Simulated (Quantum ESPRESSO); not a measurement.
# ZnSe (Stilleite): from Born charge to LO-TO splitting

Aim: work out the LO frequency and the static dielectric constant of ZnSe (Stilleite) from one linear-response run, then check them.

Main program and level: Quantum ESPRESSO 7.5; DFT LDA, scalar-relativistic, plane waves, JTH PAW pseudopotentials.

**1. The relaxed structure**

Symmetry: F-43m, No. 216, cubic system. The conventional cell has a = 5.566 Å, b = 5.566 Å, c = 5.566 Å, α = 90.00°, β = 90.00°, γ = 90.00°. Nearest to Zn lie 4 Se at 2.41 Å. Se has 4 Zn at 2.41 Å nearest. Farther neighbours and most contacts between anions are not listed.

Structure file:

```cif
data_structure
_symmetry_space_group_name_H-M 'P 1'
_symmetry_Int_Tables_number 1
_cell_length_a 3.9358
_cell_length_b 3.9358
_cell_length_c 3.9358
_cell_angle_alpha 60.000
_cell_angle_beta 60.000
_cell_angle_gamma 60.000
_cell_volume 43.11
loop_
_atom_site_label
_atom_site_type_symbol
_atom_site_fract_x
_atom_site_fract_y
_atom_site_fract_z
_atom_site_occupancy
Zn1 Zn 0.00000 0.00000 0.00000 1
Se2 Se 0.25000 0.25000 0.25000 1
```

This is the cell after its relaxation at this level of theory, not the database cell from which that began.

**2. What the response run gave**

A linear-response run on the relaxed cell, with the response to an electric field; only its zone-centre results are used. Cutoff 50 Ry, k mesh 8×8×8.

Log:

```text
[banners, grids, parts of the stress and lines that vanish by symmetry left out]
Program PHONON v.7.5
     Reading xml data from directory:

[...]
Exchange-correlation= PW
                           (   1   4   0   0   0   0   0)
[...]
kinetic-energy cut-off    =      50.0000  Ry
     charge density cut-off    =     250.0000  Ry
     convergence threshold     =      1.0E-18
[...]
Exchange-correlation= PW
                           (   1   4   0   0   0   0   0)
[...]
q = (   0.0000000   0.0000000   0.0000000 )
     25 Sym.Ops. (with q -> -q+G )
     G cutoff =  350.3110  (  19579 G-vectors)     FFT grid: ( 40, 40, 40)
     G cutoff =  280.2488  (  13851 G-vectors)  smooth grid: ( 36, 36, 36)
     number of k points=    29
[...]
Mode symmetry, T_d (-43m)  point group:
[...]
Dielectric constant
[...]
End of electric fields calculation
          Dielectric constant in cartesian axis
          (       8.143643081      -0.000000000       0.000000000 )
          (      -0.000000000       8.143643081      -0.000000000 )
          (       0.000000000      -0.000000000       8.143643081 )
          Effective charges (d Force / dE) in cartesian axis without acoustic sum rule applied (asr)
           atom    1  Zn    Mean Z*:        1.98690
      Ex  (        1.98690        0.00000        0.00000 )
      Ey  (       -0.00000        1.98690       -0.00000 )
      Ez  (        0.00000       -0.00000        1.98690 )
           atom    2  Se    Mean Z*:       -2.03502
      Ex  (       -2.03502        0.00000        0.00000 )
      Ey  (        0.00000       -2.03502       -0.00000 )
      Ez  (       -0.00000       -0.00000       -2.03502 )
          Effective charges Sum: Mean:       -0.04812
[...]
Effective charges (d Force / dE) in cartesian axis with asr applied:
           atom    1  Zn    Mean Z*:        2.01096
[...]
atom    2  Se    Mean Z*:       -2.01096
[...]
Representation #   1 modes #   1   2   3
[...]
End of self-consistent calculation
     Convergence has been achieved
     Representation #   2 modes #   4   5   6
[...]
End of self-consistent calculation
     Convergence has been achieved
[...]
Dielectric constant in cartesian axis
          (       8.143643081      -0.000000000       0.000000000 )
          (      -0.000000000       8.143643081      -0.000000000 )
          (       0.000000000      -0.000000000       8.143643081 )
          Effective charges (d Force / dE) in cartesian axis without acoustic sum rule applied (asr)
           atom    1  Zn    Mean Z*:        1.98690
      Ex  (        1.98690        0.00000        0.00000 )
      Ey  (       -0.00000        1.98690       -0.00000 )
      Ez  (        0.00000       -0.00000        1.98690 )
           atom    2  Se    Mean Z*:       -2.03502
      Ex  (       -2.03502        0.00000        0.00000 )
      Ey  (        0.00000       -2.03502       -0.00000 )
      Ez  (       -0.00000       -0.00000       -2.03502 )
          Effective charges Sum: Mean:       -0.04812
[...]
Effective charges (d Force / dE) in cartesian axis with asr applied:
           atom    1  Zn    Mean Z*:        2.01096
[...]
atom    2  Se    Mean Z*:       -2.01096
[...]
q = (    0.000000000   0.000000000   0.000000000 )
[...]
freq (    1) =       0.126619 [THz] =       4.223545 [cm-1]
     freq (    2) =       0.126619 [THz] =       4.223545 [cm-1]
     freq (    3) =       0.126619 [THz] =       4.223545 [cm-1]
     freq (    4) =       6.571888 [THz] =     219.214589 [cm-1]
     freq (    5) =       6.571888 [THz] =     219.214589 [cm-1]
     freq (    6) =       6.571888 [THz] =     219.214589 [cm-1]
[...]
Mode symmetry, T_d (-43m)  point group:
     freq (   1-   3) =          4.2  [cm-1]   --> T_2  G_15 P_4   I+R
     freq (   4-   6) =        219.2  [cm-1]   --> T_2  G_15 P_4   I+R

   JOB DONE.
```

| quantity | value |
| --- | --- |
| cell volume Ω (Å³) | 43.112 |
| mass of Zn (u) | 65.380 |
| mass of Se (u) | 78.971 |
| Born charge of Zn, raw (e) | 1.987 |
| Born charge of Se, raw (e) | -2.035 |
| ε∞ | 8.144 |
| ω(TO) after the sum rule (cm⁻¹) | 219.2 |

**3. The calculation**

The charges must sum to zero over the cell; taking off their mean, -0.024 e, leaves Z* = 2.011 e on Zn. In the polar mode Zn moves against Se, so the reduced mass is μ = 65.38 × 78.97 / 144.35 = 35.768 u.

A longitudinal wave builds up a field that adds to the restoring force: ω(LO)² = ω(TO)² + 4π Z*² / (μ Ω ε∞), in Hartree atomic units. With μ = 65201 electron masses and Ω = 290.93 bohr³ the second term is 3.2896e-07 Ha², or 15846 cm⁻² (1 Ha = 219474.6 cm⁻¹).

So ω(LO) = √(48035 + 15846) = 252.7 cm⁻¹, and by the Lyddane-Sachs-Teller relation ε₀ = ε∞ (ω(LO)/ω(TO))² = 10.83.

**4. Check against the program**

The analysis program adds the same non-analytic term to the full matrix, here for q along (1 0 0).

Log:

```text
[banner, memory and clock lines left out]
Program DYNMAT v.7.5

     Reading Dynamical Matrix from file g.dyn
     ...Force constants read
     ...epsilon and Z* read

     Polarizability (A^3 units)
     multiply by 0.295752 for Clausius-Mossotti correction
        24.508040   -0.000000    0.000000
        -0.000000   24.508040   -0.000000
         0.000000   -0.000000   24.508040

     IR activities are in (D/A)^2/amu units

# mode   [cm-1]    [THz]      IR
    1      0.00    0.0000    0.0000
    2      0.00    0.0000    0.0000
    3      0.00    0.0000    0.0000
    4    219.17    6.5704    2.6085
    5    219.17    6.5704    2.6085
    6    252.74    7.5771    2.6085
```

ε₀ comes from the program's run without a direction of q.

| quantity | by hand | program |
| --- | --- | --- |
| ω(LO) (cm⁻¹) | 252.7 | 252.7 |
| ε₀ | 10.83 | 10.83 |

**5. Results**

```
TO mode                    : 219.2 cm⁻¹
LO mode                    : 252.7 cm⁻¹
static dielectric constant : 10.83
```

In words: The LO mode of ZnSe (Stilleite) lies at 253 cm⁻¹, 34 cm⁻¹ above the TO mode; the formula meets the program within 0.1 cm⁻¹, as it must for a cubic crystal with one polar mode. ω(LO)² − ω(TO)² goes with Z*²/ε∞: an error of 5 % in ε∞ would move the LO mode by 1.5 cm⁻¹, and semilocal functionals tend to overestimate ε∞. The raw charges miss their sum by 0.048 e, a sign that the k mesh is short for the field response, so ε∞ may be some per cent too high. These are harmonic values at zero temperature, at the volume of this functional, for the structure held cubic; stability elsewhere in the zone is no part of this calculation.

[Host names and launcher messages were left out of these logs when they were recorded.]

[Logs are printed without paths, hosts, clocks, repeated set-up lines and the standing remarks that a program may print on its own settings, such as how far it seeks lower states.]

[Hosts, paths, dates, database ids (printed as entryN), source tags and the programs' standing remarks are cut or masked in the printed files.]
